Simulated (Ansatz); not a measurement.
## NbInO4 (P2/c): converging the G0W0 gap

Aim: see how the G0W0 gap of NbInO4 (P2/c) on r2SCAN moves with empty bands and screening cutoff, and what each rung costs.

Main program and level: Ansatz 0.2.0; G0W0 on r2SCAN, plane waves, PAW.

Report form: the programs' logs are mostly left out.

**1. The structure**

The structure is monoclinic, space group P2/c (No. 13). Conventional cell: a = 4.835 Å, b = 5.771 Å, c = 5.144 Å, α = 90.00°, β = 91.13°, γ = 90.00°. Nearest to Nb lie 6 O at 1.88 to 2.15 Å. Nearest to In lie 6 O at 2.10 to 2.23 Å. O has 1 Nb at 1.88 Å and 2 In at 2.15 to 2.23 Å nearest. O has 2 Nb at 1.98 to 2.15 Å and 1 In at 2.10 Å nearest. Farther neighbours and most contacts between anions are not listed.

The cell and positions come from the Crystallography Open Database and are kept as given unless a step says otherwise. The default PAW set here is soft_2. Its files were made with PBE.

**2. 108 empty bands, screening to 48 eV**

Now the one-shot GW correction: screening in the RPA, then the self-energy of the levels asked for.

Input file input.yaml:

```yaml
crystal:
  lattice:
    - [4.8355, 0.0, 0.0]
    - [0.0, 5.7709, 0.0]
    - [-0.1014445258, 0.0, 5.1429996119]
  atoms:
    - { symbol: Nb, position: [0.0, 0.1779, 0.25] }
    - { symbol: Nb, position: [0.0, 0.8221, 0.75] }
    - { symbol: In, position: [0.5, 0.6825, 0.25] }
    - { symbol: In, position: [0.5, 0.3175, 0.75] }
    - { symbol: O, position: [0.26, 0.618, 0.901] }
    - { symbol: O, position: [0.74, 0.618, 0.599] }
    - { symbol: O, position: [0.74, 0.382, 0.099] }
    - { symbol: O, position: [0.26, 0.382, 0.401] }
    - { symbol: O, position: [0.217, 0.898, 0.438] }
    - { symbol: O, position: [0.783, 0.898, 0.062] }
    - { symbol: O, position: [0.783, 0.102, 0.562] }
    - { symbol: O, position: [0.217, 0.102, 0.938] }
kpoints:
  mp_grid: { grid: [4, 2, 4] }
hamiltonian:
  xc: r2scan
scf:
  occupations: { method: fixed }
gw:
  n_empty_bands: 108
  ecut_chi: 48
  qp_bands: [v4, c4]
  qp_kpoints: band_edges
  screening: { model: contour_deformation }
```

Run with:

```
> ansatz run input.yaml --threads 24 --pin off --max-ram 82944MiB --backend cuda --events-out ev --progress --plain --runs-dir out --devices 1 --max-vram 78GiB
```

Wall time 6.5 s (1 × NVIDIA GB200 (shared by 2 runs) with 24 threads of Arm Neoverse V2, shared host); peak memory 1.8 GiB; 24 s of CPU time.

Numbers from this step:

| Property | Result |
| --- | --- |
| bands summed | 158 |
| RPA ε∞ on this mesh (eigenvalues) | 4.463, 4.550, 4.814 |
| plane waves in the screening matrix | 109 |
| q-points in the mesh | 32 |
| G0W0 gap on the mesh | 5.152 eV |
| k of the valence top | 0.25, 0, -0.25 |
| k of the conduction bottom | 0.25, 0, -0.5 |
| starting gap on the mesh | 3.846 eV |
| Z at the valence top | 0.7645 |
| Z at the conduction bottom | 0.8051 |
| least direct G0W0 gap on the computed points | 5.282 eV |

The gap on the mesh goes from 3.85 eV to 5.15 eV, a correction of +1.31 eV. Between the two edge states, bare exchange in place of the xc potential would open the gap by 10.37 eV, and correlation takes back 9.06 eV.

**3. 306 empty bands, screening to 96 eV**

Bands and screening cutoff are moved together, since each hides the error of the other.

Edit input.yaml of step 2 so:

```diff
@@ -25,4 +25,4 @@
 gw:
-  n_empty_bands: 108
-  ecut_chi: 48
+  n_empty_bands: 306
+  ecut_chi: 96
   qp_bands: [v4, c4]
```

It took 10 s on 1 × NVIDIA GB200 (shared by 2 runs) with 24 threads; peak memory 2.7 GiB; 39 s of CPU time.

Numbers from this step:

| Property | Result |
| --- | --- |
| bands summed | 356 |
| RPA ε∞ on this mesh (eigenvalues) | 4.447, 4.540, 4.792 |
| plane waves in the screening matrix | 295 |
| q-points in the mesh | 32 |
| G0W0 gap on the mesh | 4.905 eV |
| k of the valence top | 0.25, 0, -0.25 |
| k of the conduction bottom | 0.25, 0, -0.5 |
| starting gap on the mesh | 3.846 eV |
| Z at the valence top | 0.7562 |
| Z at the conduction bottom | 0.7994 |
| least direct G0W0 gap on the computed points | 5.012 eV |

Against the run with 4×2×4 mesh, 108 empty bands, screening to 48 eV, the gap moves by −0.25 eV.

**4. 659 empty bands, screening to 160 eV**

Edit input.yaml of step 3 so:

```diff
@@ -25,4 +25,4 @@
 gw:
-  n_empty_bands: 306
-  ecut_chi: 96
+  n_empty_bands: 659
+  ecut_chi: 160.0
   qp_bands: [v4, c4]
```

Elapsed: 22 s, on 1 × NVIDIA GB200 (shared by 2 runs) with 24 threads; peak memory 4.3 GiB.

This step gave:

- bands summed: 709
- RPA ε∞ on this mesh (eigenvalues): 4.412, 4.512, 4.749
- plane waves in the screening matrix: 645
- G0W0 gap on the mesh: 4.942 eV
- k of the valence top: 0.25, 0, -0.25
- k of the conduction bottom: 0.25, 0, -0.5
- starting gap on the mesh: 3.846 eV
- least direct G0W0 gap on the computed points: 5.061 eV

Against the run with 4×2×4 mesh, 306 empty bands, screening to 96 eV, the gap moves by +0.04 eV.

**5. Changing the k mesh: 2×2×2 mesh, 306 empty bands, screening to 96 eV**

Only the mesh changes. It samples the long-range screening, which converges on its own terms. Bands and cutoff differ from the step before, so it is read against an earlier run that matches them.

Edit input.yaml of step 4 so:

```diff
@@ -19,3 +19,3 @@
 kpoints:
-  mp_grid: { grid: [4, 2, 4] }
+  mp_grid: { grid: [2, 2, 2] }
 hamiltonian:
@@ -25,4 +25,4 @@
 gw:
-  n_empty_bands: 659
-  ecut_chi: 160.0
+  n_empty_bands: 306
+  ecut_chi: 96
   qp_bands: [v4, c4]
```

The job ended after 3.2 s (1 × NVIDIA GB200 (shared by 2 runs) with 24 threads; peak memory 1.8 GiB; 13 s of CPU time).

This step gave:

- bands summed: 356
- RPA ε∞ on this mesh (eigenvalues): 4.469, 4.605, 4.860
- plane waves in the screening matrix: 295
- G0W0 gap on the mesh: 5.029 eV
- k of the valence top: 0, -0.5, 0
- k of the conduction bottom: 0, -0.5, 0
- starting gap on the mesh: 3.908 eV
- least direct G0W0 gap on the computed points: 5.029 eV

Against the run with 4×2×4 mesh, 306 empty bands, screening to 96 eV, the gap moves by +0.12 eV, while the start moved by +0.06 eV. A band edge is found at another k point on this mesh.

**6. Changing the frequency model: 4×2×4 mesh, 306 empty bands, screening to 96 eV, plasmon pole**

A plasmon pole stands in for the full frequency dependence of the screening; this run shows what that costs in accuracy.

Edit input.yaml of step 5 so:

```diff
@@ -19,3 +19,3 @@
 kpoints:
-  mp_grid: { grid: [2, 2, 2] }
+  mp_grid: { grid: [4, 2, 4] }
 hamiltonian:
@@ -29,2 +29,2 @@
   qp_kpoints: band_edges
-  screening: { model: contour_deformation }
+  screening: { model: godby_needs }
```

The job ended after 12 s (1 × NVIDIA GB200 (shared by 2 runs) with 24 threads; peak memory 2.6 GiB).

This step gave:

```yaml
bands_summed: 356
plasmon_pole_fit_frequency: 31.00 eV
rpa_eps_infinity_on_this_mesh_eigenvalues: 4.447, 4.540, 4.792
plane_waves_in_the_screening_matrix: 295
g0w0_gap_on_the_mesh: 4.910 eV
k_of_the_valence_top: 0.25, 0, -0.25
k_of_the_conduction_bottom: 0.25, 0, -0.5
starting_gap_on_the_mesh: 3.846 eV
least_direct_g0w0_gap_on_the_computed_points: 5.020 eV
```

Against the run with 4×2×4 mesh, 306 empty bands, screening to 96 eV, the gap moves by +0.005 eV.

**7. Changing the files: 4×2×4 mesh, 306 empty bands, screening to 96 eV, hard PAW files**

Other atomic data (hard PAW) test the pseudisation: the cutoff goes from 500 to 1050 eV and the valence electrons from 100 to 116, which opens shells that were frozen.

Edit input.yaml of step 6 so:

```diff
@@ -22,2 +22,3 @@
   xc: r2scan
+  pseudopotentials: { kind: paw, source: ansatz }
 scf:
@@ -29,2 +30,2 @@
   qp_kpoints: band_edges
-  screening: { model: godby_needs }
+  screening: { model: contour_deformation }
```

Elapsed: 24 s, on 1 × NVIDIA GB200 (shared by 2 runs) with 24 threads; peak memory 5.6 GiB.

This step gave:

| Quantity | Value |
| --- | --- |
| bands summed | 364 |
| RPA ε∞ on this mesh (eigenvalues) | 4.446, 4.538, 4.790 |
| plane waves in the screening matrix | 295 |
| G0W0 gap on the mesh | 4.903 eV |
| k of the valence top | 0.25, 0, -0.25 |
| k of the conduction bottom | 0.25, 0, -0.5 |
| starting gap on the mesh | 3.846 eV |
| least direct G0W0 gap on the computed points | 5.006 eV |

Against the run with 4×2×4 mesh, 306 empty bands, screening to 96 eV, the gap moves by −0.002 eV.

**8. Convergence and cost**

Times are wall times on 1 × NVIDIA GB200 (shared by 2 runs) with 24 threads of Arm Neoverse V2, shared host, good to a factor of about two.

```tsv
mesh	files	frequency	bands summed	cutoff (eV)	start (eV)	G0W0 (eV)	time	host memory (GiB)
4×2×4	default PAW	contour deformation	158	48	3.846	5.152	6.5 s	1.8
4×2×4	default PAW	contour deformation	356	96	3.846	4.905	10 s	2.7
4×2×4	default PAW	contour deformation	709	160	3.846	4.942	22 s	4.3
2×2×2	default PAW	contour deformation	356	96	3.908	5.029	3.2 s	1.8
4×2×4	default PAW	plasmon pole	356	96	3.846	4.910	12 s	2.6
4×2×4	hard PAW	contour deformation	364	96	3.846	4.903	24 s	5.6
```

The parts of the quasiparticle energy at the two band edges (eV; QP = start + Σx + Σc − Vxc):

```tsv
run	edge	start	Σx	Σc	Vxc	Z	QP
158 bands	valence top	8.62	-26.33	4.84	-21.61	0.76	8.74
158 bands	conduction bottom	12.46	-13.07	-4.22	-18.72	0.81	13.89
356 bands	valence top	8.62	-26.33	4.65	-21.61	0.76	8.55
356 bands	conduction bottom	12.46	-13.07	-4.66	-18.72	0.80	13.45
709 bands	valence top	8.62	-26.33	4.40	-21.61	0.75	8.29
709 bands	conduction bottom	12.46	-13.07	-4.88	-18.72	0.80	13.23
```

**9. Summary of results**

* 158 bands, 48 eV: 5.152 eV
* 356 bands, 96 eV: 4.905 eV
* 709 bands, 160 eV: 4.942 eV
* mesh and start: 4×2×4, r2SCAN

In words: From 158 to 709 bands the gap moves by −0.21 eV while the time grows 3.5-fold. Σc changes by −0.45 eV at the valence top and −0.66 eV at the conduction bottom, so the levels themselves move more than the gap between them. The gap turns back along the series, so no limit is drawn from it. On the 2×2×2 mesh in place of 4×2×4 the gap differs by +0.12 eV, of which +0.06 eV is already in the start. The plasmon-pole model gives +0.01 eV against contour deformation, 1 % of the correction, and saved no time in this program. Hard PAW files move the gap by −0.002 eV at equal bands and cutoff, +0.0002 eV of it in the start. The 4×2×4 mesh misses a band edge: over a band path and its finer mesh (run apart) the r2SCAN gap is 3.80 eV, so the G0W0 gap over the zone may lie about 0.05 eV below its value on the mesh. The 4×2×4 mesh is coarse for this cell (its supercell is 12 Å along the shortest edge). The RPA ε∞ on it, from the r2SCAN start, is 4.41, 4.51 and 4.75; such meshes misread the long-range screening, most where the gap is narrow. The many-body steps are scalar-relativistic: spin-orbit coupling is not in them.

[Paths, hosts, dates, memory and timing lines, banners, echoed tables and standing remarks are left out of the program output.]

[Logs are printed without paths, hosts, clocks, repeated set-up lines and the standing remarks that a program may print on its own settings, such as how far it seeks lower states.]

[Runs of the session that timed out or met a known fault of the program may be left out.]

[Cells called generated may have been cut or substituted from an entry of the Crystallography Open Database or the Materials Project.]

[Hosts, paths, dates, database ids (printed as entryN), source tags and the programs' standing remarks are cut or masked in the printed files.]
